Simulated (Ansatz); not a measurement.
# A bimetallic surface: Ta on Al(111), quarter in the top layer, both faces, part 2 of 4

Wanted: the photoemission signature of Ta on Al(111), quarter in the top layer, both faces. Spin–orbit coupling is left out of the bands throughout.

Ansatz 0.2.0; DFT, PBEsol, plane-wave PAW, default files, scalar-relativistic (the session's first sound run).

So far, work function, upper face (eV): step 2 (the clean face) 4.16.

## (3) Relaxing the atoms

System of this step: TaAl9. The cell holds 20 atoms: 2 Ta and 18 Al. Cell: a = 5.713 Å, b = 5.713 Å, c = 23.330 Å, α = 90.0°, β = 90.0°, γ = 60.0°. It derives from Al. How the cell was made: overlayer; added: Ta; how: quarter in the top layer, both faces. Regions: L1, 4 atoms (3 Al and 1 Ta); L2, 4 atoms (4 Al); L3, 4 atoms (4 Al); rest, 8 atoms (7 Al and 1 Ta). Vacuum lies along c.

Levels and vacuum steps follow bond lengths, so the atoms are relaxed first. 4 atoms are held to stand for the bulk.

Contents of input.yaml:

```yaml
crystal:
  lattice:
    - [5.713422792, 0.0, 0.0]
    - [2.856711396, 4.9479692804, 0.0]
    - [0.0, 0.0, 23.3299803501]
  atoms:
    - { symbol: Ta, position: [0.0, 0.0, 0.699956884] }
    - { symbol: Al, position: [0.5, 0.0, 0.699956884] }
    - { symbol: Al, position: [0.0, 0.5, 0.699956884] }
    - { symbol: Al, position: [0.5, 0.5, 0.699956884] }
    - { symbol: Al, position: [0.833333333, 0.333333333, 0.599978442] }
    - { symbol: Al, position: [0.333333333, 0.333333333, 0.599978442] }
    - { symbol: Al, position: [0.833333333, 0.833333333, 0.599978442] }
    - { symbol: Al, position: [0.333333333, 0.833333333, 0.599978442] }
    - { symbol: Al, position: [0.166666667, 0.166666667, 0.5] }
    - { symbol: Al, position: [0.666666667, 0.166666667, 0.5] }
    - { symbol: Al, position: [0.166666667, 0.666666667, 0.5] }
    - { symbol: Al, position: [0.666666667, 0.666666667, 0.5] }
    - { symbol: Al, position: [0.0, 0.0, 0.400021558] }
    - { symbol: Al, position: [0.5, 0.0, 0.400021558] }
    - { symbol: Al, position: [0.0, 0.5, 0.400021558] }
    - { symbol: Al, position: [0.5, 0.5, 0.400021558] }
    - { symbol: Ta, position: [0.833333333, 0.333333333, 0.300043116] }
    - { symbol: Al, position: [0.333333333, 0.333333333, 0.300043116] }
    - { symbol: Al, position: [0.833333333, 0.833333333, 0.300043116] }
    - { symbol: Al, position: [0.333333333, 0.833333333, 0.300043116] }
kpoints:
  mp_grid: { grid: [6, 6, 1] }
scf:
  occupations: { method: fermi_dirac, width: 0.05 }
  n_extra_bands: 16
hamiltonian:
  xc: pbesol
  pseudopotentials: { kind: paw }
output:
  forces: true
  write_potential: true
  volumetric_format: []
relax:
  f_tol: 0.03
  max_steps: 45
  constraints: [{ sites: [8, 9, 10, 11] }]
```

Run with:

```console
$ ansatz run input.yaml --threads 4 --pin off --max-ram 12288MiB --backend cpu --events-out ev --progress --plain --runs-dir out
```

Numbers of over 12 decimals in the logs are rounded to 6 here.

What it wrote:

```text
[...]
Crystal: 20 atoms, lattice volume = 659.535 Å³
Basis set: ecut = 420 eV, 12941 PW (Γ), exchange–correlation on 80×80×320 points (8 copies of the dense FFT grid, shifted against one another)
Bands: 56, of which v1, the nominal top of the filled ones, is band 40 counted from 1 (39 counted from 0)
Symmetry: 4 space group operations
[...]
k-points: 13 of 36
[...]
SCF iter   1: F=—  HF=-29051.084245 eV  |F-HF|=—  |Δ(HF+E_count)|=         —  Δρ=3.67e-3  dr2=3.47e-1  ethr=1.77e-3  ⟨swp⟩=9.1  Hψ=4220  notcnv=0  defer=9
[...]
SCF iter   6: F=-29051.062058 eV  HF=-29051.062058 eV  |F-HF|=6.79e-8  |Δ(HF+E_count)|=   2.38e-6  Δρ=4.67e-6  dr2=4.94e-7  ethr=6.50e-9  ⟨swp⟩=12.4  Hψ=7226  notcnv=0
SCF 1 converged in 6 iterations: F = -29051.062058 eV  dr2 = 4.94e-7
[...]
relax step   1: F+E_penalty+E_count = -29051.06205777 eV  Δ(F+E_penalty+E_count) = +0.000e0 eV  max|allowed force component| = 2.003e0 eV/Å  Δτ_max = 0.0000 Å  (6 SCF iters, dr2 threshold 2.25e-5 eV, accepted)
[...]
SCF iter   6: F=-29051.561634 eV  HF=-29051.561635 eV  |F-HF|=1.43e-6  |Δ(HF+E_count)|=   1.75e-5  Δρ=1.91e-5  dr2=5.82e-6  ethr=1.25e-7  ⟨swp⟩=12.6  Hψ=7195  notcnv=0
SCF 2 converged in 6 iterations: F = -29051.561634 eV  dr2 = 5.82e-6
relax step   2: F+E_penalty+E_count = -29051.56163359 eV  Δ(F+E_penalty+E_count) = -4.996e-1 eV  max|allowed force component| = 3.412e-1 eV/Å  Δτ_max = 0.1970 Å  (6 SCF iters, dr2 threshold 1.00e-4 eV, accepted)
SCF iter   1: F=—  HF=-29051.633007 eV  |F-HF|=—  |Δ(HF+E_count)|=         —  Δρ=1.78e-3  dr2=1.51e-1  ethr=1.00e-3  ⟨swp⟩=3.1  Hψ=1514  notcnv=0  defer=53
[...]
SCF iter   5: F=-29051.617442 eV  HF=-29051.617441 eV  |F-HF|=9.86e-7  |Δ(HF+E_count)|=   9.11e-6  Δρ=1.49e-5  dr2=2.60e-6  ethr=9.09e-9  ⟨swp⟩=14.0  Hψ=7469  notcnv=0
SCF 3 converged in 5 iterations: F = -29051.617442 eV  dr2 = 2.60e-6
relax step   3: F+E_penalty+E_count = -29051.61744222 eV  Δ(F+E_penalty+E_count) = -5.581e-2 eV  max|allowed force component| = 9.479e-2 eV/Å  Δτ_max = 0.0363 Å  (5 SCF iters, dr2 threshold 7.28e-6 eV, accepted)
SCF iter   1: F=—  HF=-29051.623819 eV  |F-HF|=—  |Δ(HF+E_count)|=         —  Δρ=6.27e-4  dr2=1.89e-2  ethr=2.36e-4  ⟨swp⟩=3.5  Hψ=1530  notcnv=0  defer=53
[...]
SCF iter   6: F=-29051.621788 eV  HF=-29051.621788 eV  |F-HF|=4.16e-8  |Δ(HF+E_count)|=   2.08e-7  Δρ=1.54e-6  dr2=8.28e-8  ethr=1.25e-10  ⟨swp⟩=12.1  Hψ=5690  notcnv=0
SCF 4 converged in 6 iterations: F = -29051.621788 eV  dr2 = 8.28e-8
relax step   4: F+E_penalty+E_count = -29051.62178807 eV  Δ(F+E_penalty+E_count) = -4.346e-3 eV  max|allowed force component| = 1.192e-2 eV/Å  Δτ_max = 0.0132 Å  (6 SCF iters, accepted)
NSCF: frozen V_eff on 13 k-points
[...]
SCF converged after 6 iterations
Free energy (F): -29051.621788 eV
[...]
Internal energy: -29051.553384 eV  (E = F + TS)
E sigma→0 (E₀):  -29051.587586 eV
Entropy (-TS):   -0.068405 eV (-3.420 meV/atom)
Fermi energy:    2.505812 eV
[...]
--- Forces (eV/Å), atoms counted from 1 ---
  atom   1  Ta     0.00000000    -0.00406252     0.00110632
  atom   2  Al     0.00000000    -0.00090427    -0.00217128
  atom   3  Al     0.00028460    -0.00045576    -0.00016574
  atom   4  Al    -0.00028460    -0.00045576    -0.00016574
  atom   5  Al     0.00000000    -0.01191702    -0.00080575
  atom   6  Al     0.00000000    -0.00149073     0.00126663
  atom   7  Al    -0.00180202     0.01007549    -0.00024126
  atom   8  Al     0.00180202     0.01007549    -0.00024126
  atom   9  Al     0.11961217     0.00000000     0.00000000
  atom  10  Al    -0.11961217    -0.00000000    -0.00000000
  atom  11  Al    -0.00000000    -0.10349807    -0.14526303
  atom  12  Al     0.00000000     0.10349807     0.14526303
  atom  13  Al    -0.00000000     0.01191702     0.00080575
  atom  14  Al    -0.00000000     0.00149073    -0.00126663
  atom  15  Al     0.00180202    -0.01007549     0.00024126
  atom  16  Al    -0.00180202    -0.01007549     0.00024126
  atom  17  Ta    -0.00000000     0.00406252    -0.00110632
  atom  18  Al    -0.00000000     0.00090427     0.00217128
  atom  19  Al    -0.00028460     0.00045576     0.00016574
  atom  20  Al     0.00028460     0.00045576     0.00016574
  max |Σ_I F_I| component: 1.04e-17 eV/Å
--- Band table (eV; the first three rows and the last of 13) ---
  k-point 0: bands = [... 36 lower, 1.3860, 1.6661, 1.7239, 1.7432, 1.8592, 2.0947, 2.2625, 2.6684, ... 12 higher]
  k-point 1: bands = [... 36 lower, 1.2688, 1.4944, 1.5931, 1.8641, 1.9642, 2.2146, 2.4268, 3.0554, ... 12 higher]
  k-point 2: bands = [... 36 lower, 1.7666, 1.9630, 2.1267, 2.3585, 2.4440, 2.6625, 3.0476, 3.2687, ... 12 higher]
  k-point 12: bands = [... 36 lower, 2.2476, 2.4141, 2.5374, 2.7366, 2.8367, 2.8980, 3.0546, 3.3134, ... 12 higher]
--- Relaxed structure (4 steps of the walk, 4 accepted, 0 SCFs on fresh bases) ---
  F+E_penalty+E_count = -29051.62178807 eV   max|allowed force component| = 1.192e-2 eV/Å
  atoms:
    - { symbol: Ta, position: [-0.00141592, 0.00283184, 0.691164] }
    - { symbol: Al, position: [0.498085, 0.00383062, 0.702991] }
    - { symbol: Al, position: [-0.000945514, 0.503063, 0.703376] }
    - { symbol: Al, position: [0.497882, 0.503063, 0.703376] }
    - { symbol: Al, position: [0.832387, 0.335226, 0.597847] }
    - { symbol: Al, position: [0.333301, 0.333398, 0.597532] }
    - { symbol: Al, position: [0.829540, 0.835908, 0.598768] }
    - { symbol: Al, position: [0.334552, 0.835908, 0.598768] }
    - { symbol: Al, position: [0.166667, 0.166667, 0.5] }
    - { symbol: Al, position: [0.666667, 0.166667, 0.5] }
    - { symbol: Al, position: [0.166667, 0.666667, 0.5] }
    - { symbol: Al, position: [0.666667, 0.666667, 0.5] }
    - { symbol: Al, position: [0.000946248, -0.0018925, 0.402153] }
    - { symbol: Al, position: [0.500033, -6.503193549725836e-5, 0.402468] }
    - { symbol: Al, position: [0.0037931, 0.497426, 0.401232] }
    - { symbol: Al, position: [0.498781, 0.497426, 0.401232] }
    - { symbol: Ta, position: [0.834749, 0.330501, 0.308836] }
    - { symbol: Al, position: [0.335249, 0.329503, 0.297009] }
    - { symbol: Al, position: [0.834279, 0.830270, 0.296624] }
    - { symbol: Al, position: [0.335451, 0.830270, 0.296624] }
```

Run time: 35 s. Hardware: 4 threads of Intel Xeon 6975P-C (Granite Rapids), shared host; peak memory 1.6 GiB.

Step by step:

```csv
step,energy less that of the first step (eV),largest force component (eV/Å)
1,0.0000,2.0029
2,-0.4996,0.3412
3,-0.5554,0.0948
4,-0.5597,0.0119
```

The run keeps the 4 symmetry operations that it works with, so distortions that break them were not tested.

The atoms that moved most (Å):

```csv
atom,dx,dy,dz,length
Ta1,0.000,0.014,-0.205,0.206
Ta17,0.000,-0.014,0.205,0.206
Al4,-0.003,0.015,0.080,0.081
Al3,0.003,0.015,0.080,0.081
Al20,0.003,-0.015,-0.080,0.081
Al19,-0.003,-0.015,-0.080,0.081
Al2,0.000,0.019,0.071,0.073
Al18,0.000,-0.019,-0.071,0.073
```

Numbers from this step:

```
free energy               : -29051.6218 eV
energy at zero smearing   : -29051.5876 eV
smearing term TS          : 0.06840 eV
Fermi energy              : 2.506 eV
symmetry operations       : 4
work function, upper face : 4.230 eV
work function, lower face : 4.230 eV
```

The relaxation ends 28 meV an atom lower, with a largest force component of 0.012 eV/Å on the free atoms. For the work function, upper face, step 2 gave 4.16 eV; this run, with 20 atoms, gives 4.23 eV.

## (4) Bands by layer

The main run: bands along the zone's path, each state's share in the top and middle regions, the DOS and the planar potential. The cell holds 4 small cells, so the bands are unfolded.

Contents of input.yaml:

```yaml
crystal:
  lattice:
    - [5.713422792, 0.0, 0.0]
    - [2.856711396, 4.9479692804, 0.0]
    - [0.0, 0.0, 23.3299803501]
  atoms:
    - { symbol: Ta, position: [-0.0014159205, 0.0028318409, 0.6911639295] }
    - { symbol: Al, position: [0.4980846916, 0.0038306168, 0.7029909736] }
    - { symbol: Al, position: [-0.0009455138, 0.5030630747, 0.7033756899] }
    - { symbol: Al, position: [0.4978824391, 0.5030630747, 0.7033756899] }
    - { symbol: Al, position: [0.8323870849, 0.3352258302, 0.5978465158] }
    - { symbol: Al, position: [0.3333008174, 0.3333983653, 0.5975322053] }
    - { symbol: Al, position: [0.8295402366, 0.835907688, 0.5987678069] }
    - { symbol: Al, position: [0.3345520754, 0.835907688, 0.5987678069] }
    - { symbol: Al, position: [0.1666666667, 0.1666666667, 0.5] }
    - { symbol: Al, position: [0.6666666667, 0.1666666667, 0.5] }
    - { symbol: Al, position: [0.1666666667, 0.6666666667, 0.5] }
    - { symbol: Al, position: [0.6666666667, 0.6666666667, 0.5] }
    - { symbol: Al, position: [0.0009462484, -0.0018924968, 0.4021534842] }
    - { symbol: Al, position: [0.500032516, -6.50319e-05, 0.4024677947] }
    - { symbol: Al, position: [0.0037930967, 0.4974256453, 0.4012321931] }
    - { symbol: Al, position: [0.498781258, 0.4974256453, 0.4012321931] }
    - { symbol: Ta, position: [0.8347492538, 0.3305014924, 0.3088360705] }
    - { symbol: Al, position: [0.3352486417, 0.3295027166, 0.2970090264] }
    - { symbol: Al, position: [0.8342788471, 0.8302702586, 0.2966243101] }
    - { symbol: Al, position: [0.3354508943, 0.8302702586, 0.2966243101] }
kpoints:
  mp_grid: { grid: [12, 12, 1] }
scf:
  occupations: { method: fermi_dirac, width: 0.05 }
  n_extra_bands: 20
hamiltonian:
  xc: pbesol
  pseudopotentials: { kind: paw }
output:
  forces: true
  write_potential: true
  volumetric_format: []
  efg: { contact_densities: true }
  dos:
    projected:
      site_lists:
        layer_1: [3, 2, 1, 0]
        layer_2: [4, 5, 6, 7]
        layer_3: [8, 9, 10, 11]
        other_layers: [12, 13, 14, 15, 16, 17, 18, 19]
    de: 0.05
    e_range: [-30, 12]
    method: { smearing: { sigma: 0.15, scheme: gaussian } }
  eigenstates:
    kpoints:
      - [0.33333333, -0.33333333, 0.0]
      - [0.25, -0.375, 0.0]
      - [0.16666667, -0.41666667, 0.0]
      - [0.08333333, -0.45833333, 0.0]
      - [0.0, 0.5, 0.0]
      - [-0.08333333, 0.45833333, 0.0]
      # [... 29 more points ...]
      - [0.25, 0.5, 0.0]
      - [0.29166667, -0.41666667, 0.0]
    e_range: [-8.0, 4.0]
    unfold:
      supercell_matrix: [[2, 0, 0], [0, 2, 0], [0, 0, 1]]
      layers:
        axis: 3
        edges: [0.125171, 0.42685, 0.42695, 0.573284, 0.573384, 0.874827]
```

What it wrote:

```text
[...]
Ta: output.efg is read without spin–orbit coupling, which moves field gradients at and beside such atoms by some per cent and up to a factor of two; PAW files take it under magnetization.noncollinear and magnetization.spin_orbit
[...]
Crystal: 20 atoms, lattice volume = 659.535 Å³
Basis set: ecut = 420 eV, 12941 PW (Γ), exchange–correlation on 80×80×320 points (8 copies of the dense FFT grid, shifted against one another)
Bands: 60, of which v1, the nominal top of the filled ones, is band 40 counted from 1 (39 counted from 0)
Symmetry: 4 space group operations
[...]
k-points: 43 of 144
[...]
SCF iter   1: F=—  HF=-29051.599611 eV  |F-HF|=—  |Δ(HF+E_count)|=         —  Δρ=3.04e-3  dr2=1.68e-1  ethr=1.77e-3  ⟨swp⟩=8.8  Hψ=14359  notcnv=0  defer=120
[...]
SCF iter   7: F=-29051.587731 eV  HF=-29051.587731 eV  |F-HF|=1.01e-9  |Δ(HF+E_count)|=   1.04e-7  Δρ=1.22e-6  dr2=2.02e-8  ethr=1.25e-10  ⟨swp⟩=29.6  Hψ=25239  notcnv=0
SCF 1 converged in 7 iterations: F = -29051.587731 eV  dr2 = 2.02e-8
[...]
SCF converged after 7 iterations
Free energy (F): -29051.587731 eV
[...]
Internal energy: -29051.514170 eV  (E = F + TS)
E sigma→0 (E₀):  -29051.550951 eV
Entropy (-TS):   -0.073561 eV (-3.678 meV/atom)
Fermi energy:    2.517045 eV
[...]
--- Forces (eV/Å), atoms counted from 1 ---
  atom   1  Ta     0.00000000    -0.02084626     0.00011071
  atom   2  Al     0.00000000     0.00141024    -0.02444471
  atom   3  Al    -0.00380258     0.00216913    -0.01715122
  atom   4  Al     0.00380258     0.00216913    -0.01715122
  atom   5  Al     0.00000000     0.01124531     0.04802132
  atom   6  Al     0.00000000     0.00669897     0.08834470
  atom   7  Al    -0.01986183    -0.00139037     0.06403293
  atom   8  Al     0.01986183    -0.00139037     0.06403293
  atom   9  Al     0.08301149     0.00000000     0.00000000
  atom  10  Al    -0.08301149    -0.00000000    -0.00000000
  atom  11  Al    -0.00000000    -0.08867114    -0.14386582
  atom  12  Al     0.00000000     0.08867114     0.14386582
  atom  13  Al    -0.00000000    -0.01124531    -0.04802132
  atom  14  Al    -0.00000000    -0.00669897    -0.08834470
  atom  15  Al     0.01986183     0.00139037    -0.06403293
  atom  16  Al    -0.01986183     0.00139037    -0.06403293
  atom  17  Ta    -0.00000000     0.02084626    -0.00011071
  atom  18  Al    -0.00000000    -0.00141024     0.02444471
  atom  19  Al     0.00380258    -0.00216913     0.01715122
  atom  20  Al    -0.00380258    -0.00216913     0.01715122
  max |Σ_I F_I| component: 5.20e-18 eV/Å
[...]
atom   1  Ta V_zz =   +22.493815   η = 0.1226   by run symmetry: allowed
            electrostatic potential = -14479.614116 V   contact ρ = 8144166.892833 e/Å³
  atom   2  Al V_zz =    -4.156503   η = 0.6374   by run symmetry: allowed
            electrostatic potential = -1223.490276 V   contact ρ = 10045.889138 e/Å³
  atom   3  Al V_zz =    -4.086274   η = 0.6029   by run symmetry: allowed
            electrostatic potential = -1223.513404 V   contact ρ = 10045.814887 e/Å³
  atom   4  Al V_zz =    -4.086274   η = 0.6029   by run symmetry: allowed
            electrostatic potential = -1223.513404 V   contact ρ = 10045.814887 e/Å³
  atom   5  Al V_zz =    -2.108492   η = 0.1030   by run symmetry: allowed
            electrostatic potential = -1223.727278 V   contact ρ = 10044.686981 e/Å³
  atom   6  Al V_zz =    +0.320074   η = 0.8850   by run symmetry: allowed
            electrostatic potential = -1223.353480 V   contact ρ = 10046.385383 e/Å³
  atom   7  Al V_zz =    -2.257309   η = 0.1135   by run symmetry: allowed
            electrostatic potential = -1223.707547 V   contact ρ = 10044.612187 e/Å³
  atom   8  Al V_zz =    -2.257309   η = 0.1135   by run symmetry: allowed
            electrostatic potential = -1223.707547 V   contact ρ = 10044.612187 e/Å³
  atom   9  Al V_zz =    -0.938168   η = 0.3001   by run symmetry: allowed
            electrostatic potential = -1223.617060 V   contact ρ = 10045.170711 e/Å³
  atom  10  Al V_zz =    -0.938168   η = 0.3001   by run symmetry: allowed
            electrostatic potential = -1223.617060 V   contact ρ = 10045.170711 e/Å³
  atom  11  Al V_zz =    -0.326250   η = 0.1786   by run symmetry: allowed
            electrostatic potential = -1223.347137 V   contact ρ = 10045.683895 e/Å³
  atom  12  Al V_zz =    -0.326250   η = 0.1786   by run symmetry: allowed
            electrostatic potential = -1223.347137 V   contact ρ = 10045.683895 e/Å³
  atom  13  Al V_zz =    -2.108492   η = 0.1030   by run symmetry: allowed
            electrostatic potential = -1223.727278 V   contact ρ = 10044.686981 e/Å³
  atom  14  Al V_zz =    +0.320074   η = 0.8850   by run symmetry: allowed
            electrostatic potential = -1223.353480 V   contact ρ = 10046.385383 e/Å³
  atom  15  Al V_zz =    -2.257309   η = 0.1135   by run symmetry: allowed
            electrostatic potential = -1223.707547 V   contact ρ = 10044.612187 e/Å³
  atom  16  Al V_zz =    -2.257309   η = 0.1135   by run symmetry: allowed
            electrostatic potential = -1223.707547 V   contact ρ = 10044.612187 e/Å³
  atom  17  Ta V_zz =   +22.493815   η = 0.1226   by run symmetry: allowed
            electrostatic potential = -14479.614116 V   contact ρ = 8144166.892833 e/Å³
  atom  18  Al V_zz =    -4.156503   η = 0.6374   by run symmetry: allowed
            electrostatic potential = -1223.490276 V   contact ρ = 10045.889138 e/Å³
  atom  19  Al V_zz =    -4.086274   η = 0.6029   by run symmetry: allowed
            electrostatic potential = -1223.513404 V   contact ρ = 10045.814887 e/Å³
  atom  20  Al V_zz =    -4.086274   η = 0.6029   by run symmetry: allowed
            electrostatic potential = -1223.513404 V   contact ρ = 10045.814887 e/Å³
--- Band table (eV; the first three rows and the last of 43) ---
  k-point 0: bands = [... 36 lower, 1.3874, 1.6743, 1.7311, 1.7506, 1.8653, 2.0910, 2.2605, 2.6660, ... 16 higher]
  k-point 1: bands = [... 36 lower, 1.3251, 1.4121, 1.6583, 1.6874, 1.9339, 2.0736, 2.3788, 2.7776, ... 16 higher]
  k-point 2: bands = [... 36 lower, 1.2701, 1.4941, 1.6001, 1.8649, 1.9679, 2.2114, 2.4228, 3.0528, ... 16 higher]
  k-point 42: bands = [... 36 lower, 2.2201, 2.5149, 2.5357, 2.7630, 2.8007, 2.8559, 2.8980, 3.3175, ... 16 higher]
```

Wall time 59 s (4 threads); peak memory 2.3 GiB; 3.8 min of CPU time.

This step gave:

```yaml
free_energy: -29051.5877 eV
energy_at_zero_smearing: -29051.5510 eV
smearing_term_ts: 0.07356 eV
fermi_energy: 2.517 eV
share_of_occupied_states_in_no_projected_shell: 0.0134 of the occupied states in the window
dos_at_the_fermi_level: 8.926 states/eV/cell
work_function_upper_face: 4.224 eV
work_function_lower_face: 4.224 eV
```

A(k,E), total over k along the path and E. Zero: Fermi level.

Values in eV⁻¹, 12 rows by 16 columns, each cell a mean:
```
1.17 1.52 1.61 1.51 0.80 0.81 1.10 0.99 0.73 1.18 1.24 1.53 1.67 1.67 1.88 1.39
2.02 1.81 1.79 1.44 0.70 0.61 0.50 0.55 0.74 1.01 1.36 1.18 0.98 1.39 1.53 1.86
1.75 1.60 1.95 1.21 0.67 0.62 0.62 0.61 0.63 1.19 1.19 1.03 1.20 1.17 1.47 1.74
1.46 1.64 1.59 0.91 0.93 0.59 0.62 0.62 0.70 0.86 1.28 0.95 1.01 1.06 1.68 1.54
1.63 1.98 1.06 0.55 0.58 0.90 0.96 0.91 0.75 0.55 1.26 1.49 1.57 1.54 1.68 1.71
2.82 2.43 1.08 0.77 0.45 0.41 0.37 0.41 0.44 0.63 0.97 1.66 1.43 1.58 1.92 2.63
2.83 1.20 0.79 0.57 0.78 0.63 0.42 0.48 0.74 0.62 0.69 1.37 1.23 1.29 1.51 2.69
1.33 0.88 0.72 0.64 0.31 0.52 0.77 0.69 0.39 0.46 0.66 1.11 1.60 1.69 1.92 1.77
0.53 0.89 0.74 0.58 0.74 0.32 0.21 0.23 0.53 0.66 0.60 0.86 1.97 2.11 1.51 0.38
0.22 0.82 0.73 0.68 0.36 0.71 0.81 0.80 0.52 0.48 0.71 0.88 1.08 0.67 0.26 0.17
0.11 0.49 0.81 0.65 0.73 0.30 0.18 0.20 0.53 0.71 0.77 0.86 0.19 0.12 0.11 0.11
0.07 0.13 0.83 0.75 0.65 0.68 0.79 0.78 0.55 0.73 0.79 0.52 0.07 0.06 0.06 0.07
```
Columns: k along the path (Å⁻¹) from 0 to 3.47; rows upwards: E (eV) from -7.7 to 3.28.

A(k,E), top over k along the path and E. Zero: Fermi level.

Ten even steps from '0' (0.02 eV⁻¹) to '9' (1.16 eV⁻¹), each cell a mean:
```
435445432234443223435676666564
345444332223332223343445555653
566555332221111233344332344454
965445632121112223334433344569
455565332211222223433333334354
654655442122222223542334333556
445443233211221222342222333554
344432123333323332254345444543
555432111223333211126556655565
988533211111111111235544555789
798642211111011111213644455577
975332222111000112113444344469
742312112322122321122333334567
323221200112322101221354446643
132221220000000001211246665431
013222122100000023112235444210
012221102321111321121234432000
001222210123333100212221100000
001222121000000002222210000000
000121212100000122222200000000
000022221231112311213100000000
000012222012321012131000000000
```
Columns: k along the path (Å⁻¹) from 0 to 3.47; rows upwards: E (eV) from -7.7 to 3.28.

(Part 2 of 4 ends here.)

[Logs are printed without paths, hosts, clocks, repeated set-up lines and the standing remarks that a program may print on its own settings, such as how far it seeks lower states.]

[Hosts, paths, dates, database ids (printed as entryN), source tags and the programs' standing remarks are cut or masked in the printed files.]

[Maps of the electrostatic potential energy from Ansatz leave out the sawtooth potential of an applied field or a dipole correction, so their vacuum need not be flat; work functions include it.]
